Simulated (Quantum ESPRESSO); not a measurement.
## GaP (F-43m): how pressure shifts the optical phonon

Aim: the Grüneisen parameter and the pressure coefficient of an optical mode of GaP (F-43m).

Program: Quantum ESPRESSO 7.5. Level of theory: DFT PBE, scalar-relativistic, plane waves, GBRV ultrasoft pseudopotentials. Results are calculated unless marked as measured.

## 1. Set-up

The structure is cubic, space group F-43m (No. 216). Conventional cell: a = 5.502 Å, b = 5.502 Å, c = 5.502 Å, α = 90.00°, β = 90.00°, γ = 90.00°. Nearest to Ga lie 4 P at 2.38 Å. Nearest to P lie 4 Ga at 2.38 Å. Farther neighbours are not listed.

This is the cell after its relaxation at this level of theory, not the database cell from which that began.

## 2. Runs at several volumes

The relaxed cell is scaled uniformly; in this structure symmetry fixes all atoms, so nothing has to be relaxed anew. Each volume gets a ground state and a response at Γ. The mode followed is the highest one without the macroscopic field, of symmetry T2; longitudinal polar modes lie higher. Cutoff 55 Ry, k mesh 8×8×8.

From the response at V/V₀ = 0.94:

The log of the run:

```text
[banners, grids, parts of the stress and lines that vanish by symmetry left out]
Program PHONON v.7.5
     Reading xml data from directory:

[...]
Exchange-correlation= PBE
                           (   1   4   3   4   0   0   0)
[...]
kinetic-energy cut-off    =      55.0000  Ry
     charge density cut-off    =     440.0000  Ry
     convergence threshold     =      1.0E-18
[...]
Exchange-correlation= PBE
                           (   1   4   3   4   0   0   0)
[...]
q = (   0.0000000   0.0000000   0.0000000 )
     25 Sym.Ops. (with q -> -q+G )
     G cutoff = 1156.1354  (  41151 G-vectors)     FFT grid: ( 50, 50, 50)
     G cutoff =  578.0677  (  14361 G-vectors)  smooth grid: ( 36, 36, 36)
     number of k points=    29
[...]
Mode symmetry, T_d (-43m)  point group:
[...]
Dielectric constant
[...]
End of electric fields calculation
          Dielectric constant in cartesian axis
          (      10.833744329       0.000000000       0.000000000 )
          (       0.000000000      10.833744329      -0.000000000 )
          (       0.000000000       0.000000000      10.833744329 )
          Effective charges (d Force / dE) in cartesian axis without acoustic sum rule applied (asr)
           atom    1  Ga    Mean Z*:        2.09130
      Ex  (        2.09130        0.00000        0.00000 )
      Ey  (        0.00000        2.09130        0.00000 )
      Ez  (        0.00000        0.00000        2.09130 )
           atom    2  P     Mean Z*:       -2.19663
      Ex  (       -2.19663        0.00000        0.00000 )
      Ey  (        0.00000       -2.19663        0.00000 )
      Ez  (        0.00000        0.00000       -2.19663 )
          Effective charges Sum: Mean:       -0.10533
[...]
Effective charges (d Force / dE) in cartesian axis with asr applied:
           atom    1  Ga    Mean Z*:        2.14396
[...]
atom    2  P     Mean Z*:       -2.14396
[...]
Representation #   1 modes #   1   2   3
[...]
End of self-consistent calculation
     Convergence has been achieved
     Representation #   2 modes #   4   5   6
[...]
End of self-consistent calculation
     Convergence has been achieved
[...]
Dielectric constant in cartesian axis
          (      10.833744329       0.000000000       0.000000000 )
          (       0.000000000      10.833744329      -0.000000000 )
          (       0.000000000       0.000000000      10.833744329 )
          Effective charges (d Force / dE) in cartesian axis without acoustic sum rule applied (asr)
           atom    1  Ga    Mean Z*:        2.09130
      Ex  (        2.09130        0.00000        0.00000 )
      Ey  (        0.00000        2.09130        0.00000 )
      Ez  (        0.00000        0.00000        2.09130 )
           atom    2  P     Mean Z*:       -2.19663
      Ex  (       -2.19663        0.00000        0.00000 )
      Ey  (        0.00000       -2.19663        0.00000 )
      Ez  (        0.00000        0.00000       -2.19663 )
          Effective charges Sum: Mean:       -0.10533
[...]
Effective charges (d Force / dE) in cartesian axis with asr applied:
           atom    1  Ga    Mean Z*:        2.14396
[...]
atom    2  P     Mean Z*:       -2.14396
[...]
q = (    0.000000000   0.000000000   0.000000000 )
[...]
freq (    1) =       0.122164 [THz] =       4.074966 [cm-1]
     freq (    2) =       0.122164 [THz] =       4.074966 [cm-1]
     freq (    3) =       0.122164 [THz] =       4.074966 [cm-1]
     freq (    4) =      11.162602 [THz] =     372.344326 [cm-1]
     freq (    5) =      11.162602 [THz] =     372.344326 [cm-1]
     freq (    6) =      11.162602 [THz] =     372.344326 [cm-1]
[...]
Mode symmetry, T_d (-43m)  point group:
     freq (   1-   3) =          4.1  [cm-1]   --> T_2  G_15 P_4   I+R
     freq (   4-   6) =        372.3  [cm-1]   --> T_2  G_15 P_4   I+R

   JOB DONE.
```

One volume, V/V₀ = 0.97, is held back as a test.

| V/V₀ | volume (Å³/atom) | pressure (GPa) | ω (cm⁻¹) |
| --- | --- | --- | --- |
| 0.94 | 19.570 | 5.67 | 372.34 |
| 0.97 | 20.194 | 2.69 | held back |
| 1 | 20.819 | 0.16 | 345.44 |
| 1.03 | 21.444 | -1.99 | 333.13 |
| 1.06 | 22.068 | -3.80 | 321.48 |

## 3. The fit

The mode Grüneisen parameter is γ = −d ln ω / d ln V.

| ln(V/V₀) | ln ω |
| --- | --- |
| -0.0619 | 5.9198 |
| 0.0000 | 5.8448 |
| 0.0296 | 5.8085 |
| 0.0583 | 5.7729 |

A straight line through these points has the slope -1.222, so γ = 1.22; at V/V₀ = 0.97 it predicts ω = exp(5.8444 + 0.0372) = 358.40 cm⁻¹.

A parabola of pressure against ln V through V/V₀ = 0.97, 1 and 1.03 gives the bulk modulus B = −dP/d ln V = 78 GPa at V₀. With ω₀ from the fitted line the pressure coefficient follows as dω/dP = γ ω₀ / B = 1.22 × 345.3 / 78 = 5.43 cm⁻¹/GPa.

## 4. The run that was held back

The log of the run:

```text
[banners, grids, parts of the stress and lines that vanish by symmetry left out]
[banner, memory and clock lines left out]
Program PHONON v.7.5

[...]
Exchange-correlation= PBE
                           (   1   4   3   4   0   0   0)
[...]
kinetic-energy cut-off    =      55.0000  Ry
     charge density cut-off    =     440.0000  Ry
     convergence threshold     =      1.0E-18
[...]
Exchange-correlation= PBE
                           (   1   4   3   4   0   0   0)
[...]
q = (   0.0000000   0.0000000   0.0000000 )
     25 Sym.Ops. (with q -> -q+G )
     G cutoff = 1180.6050  (  42615 G-vectors)     FFT grid: ( 50, 50, 50)
     G cutoff =  590.3025  (  15065 G-vectors)  smooth grid: ( 36, 36, 36)
     number of k points=    29
[...]
Mode symmetry, T_d (-43m)  point group:
[...]
Dielectric constant
[...]
End of electric fields calculation
          Dielectric constant in cartesian axis
          (      11.152300833      -0.000000000      -0.000000000 )
          (      -0.000000000      11.152300833      -0.000000000 )
          (      -0.000000000       0.000000000      11.152300833 )
          Effective charges (d Force / dE) in cartesian axis without acoustic sum rule applied (asr)
           atom    1  Ga    Mean Z*:        2.14348
      Ex  (        2.14348       -0.00000        0.00000 )
      Ey  (        0.00000        2.14348        0.00000 )
      Ez  (       -0.00000        0.00000        2.14348 )
           atom    2  P     Mean Z*:       -2.25244
      Ex  (       -2.25244        0.00000       -0.00000 )
[...]
Representation #   1 modes #   1   2   3
[...]
End of self-consistent calculation
     Convergence has been achieved
     Representation #   2 modes #   4   5   6
[...]
End of self-consistent calculation
     Convergence has been achieved
[...]
Dielectric constant in cartesian axis
          (      11.152300833      -0.000000000      -0.000000000 )
          (      -0.000000000      11.152300833      -0.000000000 )
          (      -0.000000000       0.000000000      11.152300833 )
          Effective charges (d Force / dE) in cartesian axis without acoustic sum rule applied (asr)
           atom    1  Ga    Mean Z*:        2.14348
      Ex  (        2.14348       -0.00000        0.00000 )
      Ey  (        0.00000        2.14348        0.00000 )
      Ez  (       -0.00000        0.00000        2.14348 )
           atom    2  P     Mean Z*:       -2.25244
      Ex  (       -2.25244        0.00000       -0.00000 )
      Ey  (        0.00000       -2.25244        0.00000 )
      Ez  (       -0.00000       -0.00000       -2.25244 )
          Effective charges Sum: Mean:       -0.10896
[...]
Effective charges (d Force / dE) in cartesian axis with asr applied:
           atom    1  Ga    Mean Z*:        2.19796
[...]
atom    2  P     Mean Z*:       -2.19796
[...]
q = (    0.000000000   0.000000000   0.000000000 )
[...]
freq (    1) =       0.101199 [THz] =       3.375629 [cm-1]
     freq (    2) =       0.101199 [THz] =       3.375629 [cm-1]
     freq (    3) =       0.101199 [THz] =       3.375629 [cm-1]
     freq (    4) =      10.747098 [THz] =     358.484603 [cm-1]
     freq (    5) =      10.747098 [THz] =     358.484603 [cm-1]
     freq (    6) =      10.747098 [THz] =     358.484603 [cm-1]
[...]
Mode symmetry, T_d (-43m)  point group:
     freq (   1-   3) =          3.4  [cm-1]   --> T_2  G_15 P_4   I+R
     freq (   4-   6) =        358.5  [cm-1]   --> T_2  G_15 P_4   I+R
```

It gives 358.48 cm⁻¹ against the predicted 358.40 cm⁻¹, a miss of 0.08 cm⁻¹.

## 5. Results

- mode Grüneisen parameter: 1.222
- bulk modulus: 77.7 GPa
- pressure coefficient: 5.43 cm⁻¹/GPa

The highest optical mode of GaP (F-43m) without the LO-TO term stiffens by 5.43 cm⁻¹ a GPa near the relaxed volume, with γ = 1.22. The power law meets all 5 runs within 0.04 %; between neighbouring volumes γ runs from 1.21 to 1.24. Such a coefficient turns a measured shift of this mode into a hydrostatic stress; uniaxial or biaxial stress splits the mode and needs deformation potentials. These are harmonic values at zero temperature for the structure held cubic, which a run at Γ can't show to be stable; the bulk modulus rests on three points.

[Host names and launcher messages were left out of these logs when they were recorded.]

[Logs are printed without paths, hosts, clocks, repeated set-up lines and the standing remarks that a program may print on its own settings, such as how far it seeks lower states.]

[Hosts, paths, dates, database ids (printed as entryN), source tags and the programs' standing remarks are cut or masked in the printed files.]
